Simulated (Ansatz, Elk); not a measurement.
## How far do independent atoms describe ZnCr2?

Structure refinements treat a crystal as free atoms side by side. For a made-up structure of ZnCr2 (cell and positions from a PBE relaxation) the runs below show what the calculated density changes in F(hkl).

Program: Elk 11.2.3 (patched build). Level of theory: DFT, PBE, all-electron APW+lo, Dirac cores, scalar-relativistic bands, static density, no spin. Results are calculated unless marked as measured.

This account leaves out most program logs.

The structure was built from a prototype and need not be the compound's stable phase.

### 1. Set-up

Symmetry: I4/mcm, No. 140, tetragonal system. Conventional cell: a = 5.785 Å, b = 5.785 Å, c = 4.679 Å, α = 90.00°, β = 90.00°, γ = 90.00°. Nearest to Zn lie 2 Zn at 2.34 Å and 8 Cr at 2.58 Å. Nearest to Cr lie 1 Cr at 2.01 Å and 4 Zn at 2.58 Å. Farther neighbours are not listed.

### 2. Ground state and structure factors

An all-electron density is needed, since X-rays see the cores too. Task 0 finds the density and task 195 Fourier-transforms it; tshift is off so that phases refer to the origin typed.

Input file elk.in:

```
tasks
  0
  195

xctype
  20

spinpol
  .false.

rgkmax
  7.0

gmaxvr
  14.0

lmaxo
  7

lmaxapw
  8

swidth
  0.002

tshift
  .false.

ramdisk
  .false.

hmaxvr
  5.5

maxscl
  120

epspot
  1e-06

sppath
  './'

avec
  -5.46626966307 5.46626966307 4.42073148407
  5.46626966307 -5.46626966307 4.42073148407
  5.46626966307 5.46626966307 -4.42073148407

atoms
  2
  'Zn.in'
  2
  0.7500000000 0.7500000000 0.0000000000   0.000000 0.000000 0.000000
  0.2500000000 0.2500000000 0.0000000000   0.000000 0.000000 0.000000
  'Cr.in'
  4
  0.8769785027 0.6230214973 0.5000000000   0.000000 0.000000 0.000000
  0.3769785027 0.8769785027 0.2539570054   0.000000 0.000000 0.000000
  0.1230214973 0.3769785027 0.5000000000   0.000000 0.000000 0.000000
  0.6230214973 0.1230214973 0.7460429946   0.000000 0.000000 0.000000

ngridk
  6 6 6
```

Started as:

```
> OMP_NUM_THREADS=4 elk
```

It took 41 s on 4 threads of Intel Xeon Platinum 8375C at 2.90GHz (Ice Lake), shared host; peak memory 0.23 GiB; 2.2 min of CPU time.

SFACRHO.OUT:

```text

h k l indices transformed by vhmat matrix:
   1.000000000       0.000000000       0.000000000    
   0.000000000       1.000000000       0.000000000    
   0.000000000       0.000000000       1.000000000    

      h      k      l  multipl.   |H|            Re(F)            Im(F)           |F|

      0      0      0      1   0.0000000       156.00000      0.70825985E-16   156.00000    
     -1      1      0      4  0.81278152       11.226976      0.60307985E-14   11.226976    
     -1      0      0      8  0.91396404     -0.18331436E-14  0.18331436E-14  0.25924565E-14
     -1      1      1      4   1.1494466       52.471733     -0.36662872E-14   52.471733    
      1      1     -1      2   1.4212999       22.584502     -0.11763236E-13   22.584502    
      0     -1     -1      8   1.4685223       47.890285      0.14665149E-13   47.890285    
      1      0      1      8   1.4685223      -47.890285      -0.0000000       47.890285    
      2     -2      0      4   1.6255630       45.096105      0.29108762E-13   45.096105    
      2      0     -1      8   1.6372866      -78.347933      0.69009663E-14   78.347933    
     -1      1     -2      4   1.8174347       72.837032     -0.25205724E-13   72.837032    
     -1      1      2      4   1.8174347       72.837032     -0.34371442E-14   72.837032    
     -2      0      0      8   1.8279281      -41.131068      0.18331436E-14   41.131068    
     -1      2     -2      8   1.8648821      0.27497154E-13 -0.45828590E-13  0.53444860E-13
     -1     -1     -1      8   2.1592935      -39.014741     -0.14894292E-13   39.014741    
      2     -3      1      8   2.1906650      -40.835041     -0.21997723E-13   40.835041    
     -3      2      1      8   2.1906650       40.835041      0.73325744E-14   40.835041    
     -1     -2      2      8   2.2080573      0.18331436E-13 -0.40329159E-13  0.44299917E-13
     -2      2      2      4   2.2988933      -16.000292      0.18331436E-13   16.000292
```

Elk indexes on the primitive cell of elk.in and gives |H| = 4π sin θ/λ in inverse bohr. Below, one row stands for each form hkl of the conventional cell (m members, Friedel mates merged), F is for one primitive cell and the density is static (no thermal factor). Free-atom factors are Waasmaier and Kirfel's, and R is Σm||F|−|F'||/Σm|F|.

| hkl | m | sin θ/λ (Å⁻¹) | abs F, DFT | neutral atoms | diff. |
| --- | --- | --- | --- | --- | --- |
| 110 | 4 | 0.122 | 11.227 | 11.227 | +0.000 |
| 101 | 8 | 0.137 | 0.000 | 0.000 | +0.000 |
| 200 | 4 | 0.173 | 52.472 | 52.452 | +0.020 |
| 002 | 2 | 0.214 | 22.584 | 23.594 | -1.010 |
| 211 | 16 | 0.221 | 47.890 | 48.992 | -1.102 |
| 220 | 4 | 0.244 | 45.096 | 45.409 | -0.313 |
| 112 | 8 | 0.246 | 78.348 | 79.446 | -1.098 |
| 310 | 8 | 0.273 | 72.837 | 74.099 | -1.261 |
| 202 | 8 | 0.275 | 41.131 | 41.648 | -0.517 |
| 301 | 8 | 0.280 | 0.000 | 0.000 | +0.000 |
| 222 | 8 | 0.325 | 39.015 | 39.721 | -0.707 |
| 321 | 16 | 0.329 | 40.835 | 41.289 | -0.454 |
| 103 | 8 | 0.332 | 0.000 | 0.000 | +0.000 |
| 400 | 4 | 0.346 | 16.000 | 16.108 | -0.107 |
| 312 | 16 | 0.347 | 11.677 | 11.776 | -0.100 |
| 330 | 4 | 0.367 | 12.316 | 12.771 | -0.455 |
| 411 | 16 | 0.372 | 1.655 | 1.794 | -0.140 |
| 213 | 16 | 0.374 | 35.995 | 35.922 | +0.073 |

### 3. The highest occupied states alone

An energy window below the Fermi level keeps the highest occupied states, to see at which angles they scatter; shallow core shells can lie inside it and anion s states outside. No new self-consistency is needed.

Changes to elk.in since step 2:

```diff
@@ -1,3 +1,2 @@
 tasks
-  0
   195
@@ -40,2 +39,5 @@
 
+wsfac
+  -0.009300 0.658190
+
 sppath
```

Started as:

```
> OMP_NUM_THREADS=4 elk
```

Elapsed: 7.1 s, on 4 threads; peak memory 0.16 GiB.

States within 10 eV below the Fermi level hold 48.00 electrons; any levels below the window count with the cores. Their amplitudes can exceed the total, where window and core parts have opposite phase:

| hkl | sin θ/λ (Å⁻¹) | abs F, window | abs F, all |
| --- | --- | --- | --- |
| 110 | 0.122 | 11.303 | 11.227 |
| 101 | 0.137 | 0.000 | 0.000 |
| 200 | 0.173 | 16.880 | 52.472 |
| 002 | 0.214 | 6.108 | 22.584 |
| 211 | 0.221 | 5.354 | 47.890 |
| 220 | 0.244 | 13.016 | 45.096 |
| 112 | 0.246 | 16.191 | 78.348 |
| 310 | 0.273 | 14.204 | 72.837 |
| 202 | 0.275 | 11.472 | 41.131 |
| 301 | 0.280 | 0.000 | 0.000 |

### 4. Another functional

The difference from free atoms is small, so it is set against the change that PBEsol makes.

Changes to elk.in since step 3:

```diff
@@ -1,2 +1,3 @@
 tasks
+  0
   195
@@ -4,3 +5,3 @@
 xctype
-  20
+  22
 
@@ -39,5 +40,2 @@
 
-wsfac
-  -0.009300 0.658190
-
 sppath
```

Started as:

```
> OMP_NUM_THREADS=4 elk
```

Elapsed: 45 s, on 4 threads; peak memory 0.24 GiB; 2.4 min of CPU time.

Against the first run R = 0.02 %; the largest change is -0.040 at 402.

### 5. Basis size

A smaller basis shows how fast F responds to it; the change is likely larger than the basis error of the first run, but doesn't show convergence.

Changes to elk.in since step 4:

```diff
@@ -5,3 +5,3 @@
 xctype
-  22
+  20
 
@@ -11,3 +11,3 @@
 rgkmax
-  7.0
+  5.5
```

Started as:

```
> OMP_NUM_THREADS=4 elk
```

It took 32 s on 4 threads; peak memory 0.22 GiB.

Against the first run R = 0.11 %; the largest change is -0.200 at 002.

### 6. Settings against the effect

| run | R against the first run (%) | R against neutral atoms, low angle (%) | wall time |
| --- | --- | --- | --- |
| PBE, rgkmax 7 | 0.00 | 1.58 | 41 s |
| PBEsol | 0.02 | 1.62 | 45 s |
| rgkmax 5.5 | 0.11 | 1.75 | 32 s |

### 7. Summary of results

```
R against neutral atoms, sin θ/λ < 0.3 Å⁻¹ : 1.58 %
R against neutral atoms, 0.3 to 0.83 Å⁻¹   : 0.54 %
```

What this shows: Independent neutral atoms miss the calculated amplitudes by R = 1.58 % below 0.3 Å⁻¹ and 0.54 % from there to 0.83 Å⁻¹; by shells, 0.00 % below 0.15 Å⁻¹ (1 form), 1.61 % 0.15 to 0.3 (7 forms), 0.66 % 0.3 to 0.45 (16 forms), 0.51 % above 0.45 (92 forms). Bonding, aspherical density and the tables' own atoms all enter these figures, and the runs don't part them. The largest change of an amplitude is -1.26 electrons, at 310. The window's part falls from 48.0 electrons at the origin to at most 7.00 between 0.45 and 0.83 Å⁻¹, where compact states inside the window still scatter. Below 0.3 Å⁻¹ the changes that finished (PBEsol and rgkmax 5.5) move F by R = 0.17 % at most, against the 1.58 % that separates it from free atoms. The k-mesh has no finished test. These runs have no spin, though d or f shells may be open. Part of the difference isn't bonding: the tables are fits to free atoms and ions calculated by other methods than this functional. Thermal motion, anomalous dispersion and extinction are left out.

[Logs are printed without paths, hosts, clocks, repeated set-up lines and the standing remarks that a program may print on its own settings, such as how far it seeks lower states.]

[Hosts, paths, dates, database ids (printed as entryN), source tags and the programs' standing remarks are cut or masked in the printed files.]
